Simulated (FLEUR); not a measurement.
# E(M) of FeO (Wuestite), part 2 of 2

How stiff is the moment of FeO (Wuestite), and are there other minima?

FLEUR MaX-R8.1; LDA (VWN); all-electron FLAPW, Dirac cores, scalar-relativistic bands.

So far, magnetization (μB): step 2 (unconstrained state) 3.99.

The database entry behind the starting cell differs from later determinations by our own check (inexact against later determinations), so it need not match the best structure at ambient conditions.

## Step 4: Moment fixed at 4.042 μB

Two Fermi energies hold the total moment; the run starts from the free run's density.

The input, inp.xml:

```
<?xml version="1.0" encoding="UTF-8" standalone="no"?>
<fleurInput fleurInputVersion="0.39">
   <comment>
      FeO
   </comment>
   <calculationSetup>
      <cutoffs Kmax="4.2" Gmax="12.6" GmaxXC="12.6" numbands="0"/>
      <scfLoop itmax="130" minDistance="0.00002" maxIterBroyd="15" imix="Anderson" alpha="0.05" precondParam="0.0" spinf="2.0" sdNocoIR="T"/>
      <coreElectrons ctail="T" frcor="F" kcrel="0" coretail_lmax="0"/>
      <xcFunctional name="vwn" relativisticCorrections="F"/>
      <magnetism jspins="2" fixed_moment="4.042"/>
      <soc l_soc="F" theta="0.0" phi="0.0" spav="F"/>
      <expertModes spex="0" secvar="F"/>
      <geometryOptimization l_f="F" forcealpha="1.0" forcemix="BFGS" epsdisp="0.00001" epsforce="0.00001"/>
      <ldaU l_linMix="F" mixParam="0.05" spinf="1.0"/>
   </calculationSetup>
   <cell>
      <bzIntegration valenceElectrons="22.0" mode="hist" fermiSmearingEnergy="0.00293995">
         <kPointListSelection listName="default-1"/>
         <xi:include xmlns:xi="http://www.w3.org/2001/XInclude" href="kpts.xml"> </xi:include>
      </bzIntegration>
      <xi:include xmlns:xi="http://www.w3.org/2001/XInclude" href="sym.xml"> </xi:include>
      <bulkLattice scale="1.0">
         <bravaisMatrix>
            <row-1>    0.0000000000000000     4.0731156889628402     4.0731156889628402</row-1>
            <row-2>    4.0731156889628402     0.0000000000000000     4.0731156889628402</row-2>
            <row-3>    4.0731156889628402     4.0731156889628402     0.0000000000000000</row-3>
         </bravaisMatrix>
      </bulkLattice>
   </cell>
   <atomSpecies>
      <species name="Iron (Fe) 4.000" element="Fe" atomicNumber="26">
         <mtSphere radius="2.54" gridPoints="839" logIncrement="0.015"/>
         <atomicCutoffs lmax="10" lnonsphr="8"/>
         <electronConfig flipSpins="F">
            <coreConfig>(1s1/2) (2s1/2) (2p1/2) (2p3/2)</coreConfig>
            <valenceConfig>(3s1/2) (3p1/2) (3p3/2) (4s1/2) (3d3/2) (3d5/2)</valenceConfig>
            <stateOccupation state="(3d3/2)" spinUp="2.0" spinDown="0.4"/>
            <stateOccupation state="(3d5/2)" spinUp="3.0" spinDown="0.6"/>
         </electronConfig>
         <energyParameters s="4" p="4" d="3" f="4"/>
         <lo type="SCLO" l="0" n="3" eDeriv="0"/>
         <lo type="SCLO" l="1" n="3" eDeriv="0"/>
      </species>
      <species name="Oxygen (O)" element="O" atomicNumber="8">
         <mtSphere radius="1.43" gridPoints="473" logIncrement="0.022"/>
         <atomicCutoffs lmax="6" lnonsphr="4"/>
         <electronConfig flipSpins="F">
            <coreConfig>(1s1/2)</coreConfig>
            <valenceConfig>(2s1/2) (2p1/2) (2p3/2)</valenceConfig>
            <stateOccupation state="(2p1/2)" spinUp="0.666667" spinDown="0.666667"/>
            <stateOccupation state="(2p3/2)" spinUp="1.333333" spinDown="1.333333"/>
         </electronConfig>
         <energyParameters s="2" p="2" d="3" f="4"/>
      </species>
   </atomSpecies>
   <atomGroups>
      <atomGroup species="Iron (Fe) 4.000">
         <relPos label="                   1">.0000000000 .0000000000 .0000000000</relPos>
         <force calculate="T" relaxXYZ="TTT"/>
      </atomGroup>
      <atomGroup species="Oxygen (O)">
         <relPos label="                   2">1.000/2.000 1.000/2.000 1.000/2.000</relPos>
         <force calculate="T" relaxXYZ="TTT"/>
      </atomGroup>
   </atomGroups>
   <output dos="F" band="F" slice="F">
      <bandDOS minEnergy="-.5*Htr" maxEnergy="0.5*Htr" sigma="0.015" storeEVData="T"/>
      <plotting iplot="0" polar="F">
         <plot TwoD="T" vec1="  1.0  0.0  0.0" vec2="  0.0  1.0  0.0" vec3="  0.0  0.0  1.0" zero="  0.0  0.0  0.0" file="plot"/>
      </plotting>
      <moessbauerParams electricFieldGradient="F" isomerShift="F" coreHyperfine="F" valenceHyperfine="F"/>
   </output>
</fleurInput>
```

Launch:

```sh
OMP_NUM_THREADS=1 mpirun -n 4 fleur_MPI > fleur.log
```

What it wrote:

```text
[banner, memory and clock lines left out]
Welcome to FLEUR        (www.flapw.de)
      MaX-Release 8.1          (www.max-centre.eu)

 ========== k-point set info ==========
 Selected k-point list: default-1
 k-point list type: mesh
 0 x 0 x 0
 Number of k points: 32

 [... set-up left out ...]
 Iteration:     1   Distance:       0.77589374 me/bohr^3
 Iteration:     2   Distance:       0.74268563 me/bohr^3
 Iteration:     3   Distance:       0.57638162 me/bohr^3
 Iteration:     4   Distance:       0.10115912 me/bohr^3
 Iteration:     5   Distance:       0.07729523 me/bohr^3
 Iteration:     6   Distance:       0.02942636 me/bohr^3
 Iteration:     7   Distance:       0.00745217 me/bohr^3
 Iteration:     8   Distance:       0.00754243 me/bohr^3
 Iteration:     9   Distance:       0.00072412 me/bohr^3
 Iteration:    10   Distance:       0.00010630 me/bohr^3
 Iteration:    11   Distance:       0.00006106 me/bohr^3
 Iteration:    12   Distance:       0.00000308 me/bohr^3

 ********************************************************************
 Run finished successfully
 Stop message:
   all done
 ********************************************************************

--- out.xml (last complete iteration) ---
<iteration numberForCurrentRun="   12" overallNumber="   33">
         [... left out ...]
         <bandgap value="0.7690690671" units="eV"/>
         <sumValenceSingleParticleEnergies value="-6.9006429979" units="Htr"/>
         <bandgap value="0.0158025350" units="eV"/>
         <sumValenceSingleParticleEnergies value="-14.0189107581" units="Htr"/>
         <FermiEnergy value="0.3352842965" units="Htr"/>
         <FixedTotalMoment fermiEnergyUp="0.3896865688" fermiEnergyDown="0.3352842965" units="Htr"/>
         [... left out ...]
         <magneticMomentsInMTSpheres units="muBohr">
            <globalMagMoment atomType="1" vec="0.00000   0.00000   3.67164"/>
            <globalMagMoment atomType="2" vec="0.00000   0.00000   0.31069"/>
         </magneticMomentsInMTSpheres>
         [... left out ...]
         <totalEnergy value="    -1345.3748935579" units="Htr">
            <sumOfEigenvalues value="     -771.6990031418">
               <coreElectrons value="-757.6800923838"/>
               <valenceElectrons value="-14.0189107581"/>
            </sumOfEigenvalues>
         [... left out ...]
            <freeEnergy value="-1345.3760504568"/>
            <extrapolationTo0K value="-1345.3754720074"/>
         </totalEnergy>
         <densityConvergence units="me/bohr^3">
            <chargeDensity spin="1" distance="0.0000020087"/>
            <chargeDensity spin="2" distance="0.0000019015"/>
            <overallChargeDensity distance="0.0000024108"/>
            <spinDensity distance="0.0000030804"/>
         </densityConvergence>
      </iteration>
```

Run time: 5 s. Hardware: 4 MPI ranks of Intel Xeon 6975P-C (Granite Rapids), shared host; peak memory 0.23 GiB.

This step gave:

```
magnetization : 4.042 μB
```

Its energy lies +21.3 meV a cell from the free run's.

## Step 5: Moment fixed at 3.369 μB

inp.xml, as its differences from that of step 4:

```diff
@@ -10,3 +10,3 @@
       <xcFunctional name="vwn" relativisticCorrections="F"/>
-      <magnetism jspins="2" fixed_moment="4.042"/>
+      <magnetism jspins="2" fixed_moment="3.369"/>
       <soc l_soc="F" theta="0.0" phi="0.0" spav="F"/>
```

What it wrote:

```text
[banner, memory and clock lines left out]
Welcome to FLEUR        (www.flapw.de)
      MaX-Release 8.1          (www.max-centre.eu)

 ========== k-point set info ==========
 Selected k-point list: default-1
 k-point list type: mesh
 0 x 0 x 0
 Number of k points: 32

 [... set-up left out ...]
 Iteration:     1   Distance:      13.40296284 me/bohr^3
 Iteration:     2   Distance:      12.77045281 me/bohr^3
 Iteration:     3   Distance:       6.56567162 me/bohr^3
 Iteration:     4   Distance:       1.50608821 me/bohr^3
 Iteration:     5   Distance:       0.96372242 me/bohr^3
[...]
<sumOfEigenvalues value="     -771.6226804792">
               <coreElectrons value="-757.6631797752"/>
               <valenceElectrons value="-13.9595007040"/>
            </sumOfEigenvalues>
         [... left out ...]
            <freeEnergy value="-1345.3719171099"/>
            <extrapolationTo0K value="-1345.3708027135"/>
         </totalEnergy>
         <densityConvergence units="me/bohr^3">
            <chargeDensity spin="1" distance="0.0000057197"/>
            <chargeDensity spin="2" distance="0.0000155483"/>
            <overallChargeDensity distance="0.0000122539"/>
            <spinDensity distance="0.0000199693"/>
         </densityConvergence>
      </iteration>
```

Wall time 5.5 s (4 MPI ranks); peak memory 0.23 GiB.

Read from the output:

| Item | Value |
| --- | --- |
| magnetization | 3.369 μB |

Its energy lies +133.8 meV a cell from the free run's.

## Step 6: Moment fixed at 4.716 μB

inp.xml, as its differences from that of step 5:

```diff
@@ -10,3 +10,3 @@
       <xcFunctional name="vwn" relativisticCorrections="F"/>
-      <magnetism jspins="2" fixed_moment="3.369"/>
+      <magnetism jspins="2" fixed_moment="4.716"/>
       <soc l_soc="F" theta="0.0" phi="0.0" spav="F"/>
```

What it wrote:

```text
[banner, memory and clock lines left out]
Welcome to FLEUR        (www.flapw.de)
      MaX-Release 8.1          (www.max-centre.eu)

 ========== k-point set info ==========
 Selected k-point list: default-1
 k-point list type: mesh
 0 x 0 x 0
 Number of k points: 32

 [... set-up left out ...]
 Iteration:     1   Distance:      10.67060879 me/bohr^3
 Iteration:     2   Distance:      10.26276889 me/bohr^3
 Iteration:     3   Distance:       8.18631280 me/bohr^3
 Iteration:     4   Distance:       4.18651267 me/bohr^3
 Iteration:     5   Distance:       1.66746753 me/bohr^3
[...]
<sumOfEigenvalues value="     -772.3346308583">
               <coreElectrons value="-758.0030833543"/>
               <valenceElectrons value="-14.3315475040"/>
            </sumOfEigenvalues>
         [... left out ...]
            <freeEnergy value="-1345.3261391707"/>
            <extrapolationTo0K value="-1345.3256235556"/>
         </totalEnergy>
         <densityConvergence units="me/bohr^3">
            <chargeDensity spin="1" distance="0.0000017801"/>
            <chargeDensity spin="2" distance="0.0000043366"/>
            <overallChargeDensity distance="0.0000058769"/>
            <spinDensity distance="0.0000030678"/>
         </densityConvergence>
      </iteration>
```

Wall time 5.8 s (4 MPI ranks); peak memory 0.22 GiB; 22 s of CPU time.

Read from the output:

```yaml
magnetization: 4.716 μB
```

Its energy lies +1379.5 meV a cell from the free run's.

## Step 7: An attempt with other settings

A slip in the input shows what the program catches and what it lets pass.

The input, inp.xml:

```
<?xml version="1.0" encoding="UTF-8" standalone="no"?>
<fleurInput fleurInputVersion="0.39">
   <comment>
      FeO
   </comment>
   <calculationSetup>
      <cutoffs Kmax="4.2" Gmax="12.6" GmaxXC="12.6" numbands="0"/>
      <scfLoop itmax="75" minDistance="0.00002" maxIterBroyd="15" imix="Anderson" alpha="0.05" precondParam="0.0" spinf="2.0" sdNocoIR="T"/>
      <coreElectrons ctail="T" frcor="F" kcrel="0" coretail_lmax="0"/>
      <xcFunctional name="vwn" relativisticCorrections="F"/>
      <magnetism jspins="2"/>
      <soc l_soc="F" theta="0.0" phi="0.0" spav="F"/>
      <expertModes spex="0" secvar="F"/>
      <geometryOptimization l_f="F" forcealpha="1.0" forcemix="BFGS" epsdisp="0.00001" epsforce="0.00001"/>
      <ldaU l_linMix="F" mixParam="0.05" spinf="1.0"/>
   
   <cell>
      <bzIntegration valenceElectrons="22.0" mode="hist" fermiSmearingEnergy="0.00293995">
         <kPointListSelection listName="default-1"/>
         <xi:include xmlns:xi="http://www.w3.org/2001/XInclude" href="kpts.xml"> </xi:include>
      </bzIntegration>
      <xi:include xmlns:xi="http://www.w3.org/2001/XInclude" href="sym.xml"> </xi:include>
      <bulkLattice scale="1.0">
         <bravaisMatrix>
            <row-1>    0.0000000000000000     4.0731156889628402     4.0731156889628402</row-1>
            <row-2>    4.0731156889628402     0.0000000000000000     4.0731156889628402</row-2>
            <row-3>    4.0731156889628402     4.0731156889628402     0.0000000000000000</row-3>
         </bravaisMatrix>
      </bulkLattice>
   </cell>
   <atomSpecies>
      <species name="Iron (Fe) 4.000" element="Fe" atomicNumber="26">
         <mtSphere radius="2.54" gridPoints="839" logIncrement="0.015"/>
         <atomicCutoffs lmax="10" lnonsphr="8"/>
         <electronConfig flipSpins="F">
            <coreConfig>(1s1/2) (2s1/2) (2p1/2) (2p3/2)</coreConfig>
            <valenceConfig>(3s1/2) (3p1/2) (3p3/2) (4s1/2) (3d3/2) (3d5/2)</valenceConfig>
            <stateOccupation state="(3d3/2)" spinUp="2.0" spinDown="0.4"/>
            <stateOccupation state="(3d5/2)" spinUp="3.0" spinDown="0.6"/>
         </electronConfig>
         <energyParameters s="4" p="4" d="3" f="4"/>
         <lo type="SCLO" l="0" n="3" eDeriv="0"/>
         <lo type="SCLO" l="1" n="3" eDeriv="0"/>
      </species>
      <species name="Oxygen (O)" element="O" atomicNumber="8">
         <mtSphere radius="1.43" gridPoints="473" logIncrement="0.022"/>
         <atomicCutoffs lmax="6" lnonsphr="4"/>
         <electronConfig flipSpins="F">
            <coreConfig>(1s1/2)</coreConfig>
            <valenceConfig>(2s1/2) (2p1/2) (2p3/2)</valenceConfig>
            <stateOccupation state="(2p1/2)" spinUp="0.666667" spinDown="0.666667"/>
            <stateOccupation state="(2p3/2)" spinUp="1.333333" spinDown="1.333333"/>
         </electronConfig>
         <energyParameters s="2" p="2" d="3" f="4"/>
      </species>
   </atomSpecies>
   <atomGroups>
      <atomGroup species="Iron (Fe) 4.000">
         <relPos label="                   1">.0000000000 .0000000000 .0000000000</relPos>
         <force calculate="T" relaxXYZ="TTT"/>
      </atomGroup>
      <atomGroup species="Oxygen (O)">
         <relPos label="                   2">1.000/2.000 1.000/2.000 1.000/2.000</relPos>
         <force calculate="T" relaxXYZ="TTT"/>
      </atomGroup>
   </atomGroups>
   <output dos="F" band="F" slice="F">
      <bandDOS minEnergy="-.5*Htr" maxEnergy="0.5*Htr" sigma="0.015" storeEVData="T"/>
      <plotting iplot="0" polar="F">
         <plot TwoD="T" vec1="  1.0  0.0  0.0" vec2="  0.0  1.0  0.0" vec3="  0.0  0.0  1.0" zero="  0.0  0.0  0.0" file="plot"/>
      </plotting>
      <moessbauerParams electricFieldGradient="F" isomerShift="F" coreHyperfine="F" valenceHyperfine="F"/>
   </output>
</fleurInput>
```

The input, crystal.txt:

```
FeO
&input film=F cartesian=F /
0.00000000000  2.15540000000  2.15540000000
2.15540000000  0.00000000000  2.15540000000
2.15540000000  2.15540000000  0.00000000000
1.8897261246
1.0 1.0 1.0

2
26 0.00000000000  0.00000000000  0.00000000000 : 4.000
8 0.50000000000  0.50000000000  0.50000000000

&kpt div1=8 div2=8 div3=8 gamma=T /
```

Launch:

```sh
OMP_NUM_THREADS=1 inpgen -f crystal.txt > inpgen.log  # inp.xml is then edited as shown
OMP_NUM_THREADS=1 mpirun -n 4 fleur_MPI > fleur.log
```

What it wrote:

```text
Welcome to FLEUR        (www.flapw.de)
      MaX-Release 8.1          (www.max-centre.eu)
inp.xml:76: parser error : Opening and ending tag mismatch: calculationSetup line 6 and fleurInput
</fleurInput>
             ^
Failed to parse xml file inp.xml
**************FLEUR-Error*****************
Error message: XML document file not parsable: inp.xml
Error occurred in subroutine: xmlParseDoc
Hint: If there are no details listed above this message use 'xmllint --xinclude inp.xml'
Error from PE:0/4
*****************************************

Memory (rank 0): 0.027 GB (peak 0.022 GB)
```

Wall time 2.7 s (4 MPI ranks); peak memory 0.12 GiB.

The program refused the input before any cycle.

The program's message: “XML document file not parsable: inp.xml”

The fault in the input: a tag that isn't closed.

The file must be well-formed XML.

## Step 8: All moments

The other moments were run in the same way.

The energy over the lowest by total spin moment:

| total spin moment (μB a cell) | energy over the lowest (meV a cell) |
| --- | --- |
| 0.00 | 1219 |
| 0.67 | 1142 |
| 1.35 | 943 |
| 2.02 | 678 |
| 2.69 | 379 |
| 3.37 | 134 |
| 3.99 | 0 |
| 4.04 | 21.3 |
| 4.72 | 1379 |
| 5.39 | 3466 |

Moment, largest sphere moment against total spin moment:

| total spin moment (μB a cell) | moment, largest sphere moment (μB) |
| --- | --- |
| 0.00 | 0 |
| 0.67 | 0.685 |
| 1.35 | 1.36 |
| 2.02 | 2.01 |
| 2.69 | 2.62 |
| 3.37 | 3.18 |
| 3.99 | 3.64 |
| 4.04 | 3.67 |
| 4.72 | 4.03 |
| 5.39 | 4.42 |

## Step 9: Results

| Item | Value |
| --- | --- |
| moment of the free run | 3.99 μB a cell |
| moment of the lowest point | 3.99 μB a cell |
| energy of the spinless run | 1219 meV a cell over the lowest |

**Reading.** The lowest point lies 1219 meV a cell under the spinless run, in free energy at a smearing of 0.08 eV. The point at zero is the spinless run. Opposed orders, which also have no total moment, were not run. The minimum lies at a whole number of μB, where the curve can have a kink, as in crystals whose spin channels fill whole shells.

[Logs and program files are shortened in this print: banners, set-up blocks, solver, clock and traceback lines can be left out without a mark of their own.]

[Logs are printed without paths, hosts, clocks, repeated set-up lines and the standing remarks that a program may print on its own settings, such as how far it seeks lower states.]

[Hosts, paths, dates, database ids (printed as entryN), source tags and the programs' standing remarks are cut or masked in the printed files.]

[Where a cell is said to come from a database of computed structures, the database is the Materials Project.]
